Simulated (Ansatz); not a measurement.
# Direct or indirect: PbO (P4/nmm)

```cif
data_structure
_symmetry_space_group_name_H-M 'P 1'
_symmetry_Int_Tables_number 1
_cell_length_a 3.9900
_cell_length_b 3.9900
_cell_length_c 5.0100
_cell_angle_alpha 90.000
_cell_angle_beta 90.000
_cell_angle_gamma 90.000
_cell_volume 79.76
loop_
_atom_site_label
_atom_site_type_symbol
_atom_site_fract_x
_atom_site_fract_y
_atom_site_fract_z
_atom_site_occupancy
Pb1 Pb 0.50000 0.00000 0.76000 1
Pb2 Pb 0.00000 0.50000 0.24000 1
O1 O 0.50000 0.50000 0.00000 1
O2 O 0.00000 0.00000 0.00000 1
```

Method: Ansatz, PBE, independent particles, without spin-orbit coupling, line width 0.1 eV (Gaussian). The band structure gives a fundamental gap of 1.14 eV. The spectrum of vertical transitions near the edge:

| E (eV) | Im ε, E ∥ xy | Im ε, E ∥ z |
| --- | --- | --- |
| 0.66 | 0.00 | 0.00 |
| 0.78 | 0.00 | 0.00 |
| 0.90 | 0.00 | 0.00 |
| 1.02 | 0.00 | 0.00 |
| 1.14 | 0.00 | 0.00 |
| 1.26 | 0.00 | 0.00 |
| 1.38 | 0.00 | 0.00 |
| 1.50 | 0.00 | 0.00 |
| 1.62 | 0.00 | 0.00 |
| 1.74 | 0.00 | 0.00 |
| 1.86 | 0.00 | 0.00 |
| 1.98 | 0.01 | 0.00 |
| 2.10 | 0.16 | 0.00 |
| 2.22 | 0.52 | 0.01 |
| 2.34 | 0.74 | 0.24 |
| 2.46 | 0.87 | 1.04 |
| 2.58 | 0.96 | 1.54 |
| 2.70 | 1.08 | 1.75 |
| 2.82 | 1.56 | 1.88 |
| 2.94 | 2.46 | 2.01 |
| 3.06 | 3.59 | 2.63 |
| 3.18 | 5.72 | 5.27 |
| 3.30 | 7.29 | 7.20 |
| 3.42 | 8.26 | 6.03 |

(1) Is the gap direct or indirect, and about where do vertical transitions set in?

Answers

(1) Indirect, by the band path, whose least direct gap is 2.11 eV. The curves fit this: they stay near zero above 1.14 eV and rise only from about 2.1 eV, though a forbidden direct transition would look alike. Lines are broadened by 0.1 eV, which spreads the edge, and phonons, which would give weak absorption from the fundamental gap up, are left out.

[Logs are printed without paths, hosts, clocks, repeated set-up lines and the standing remarks that a program may print on its own settings, such as how far it seeks lower states.]
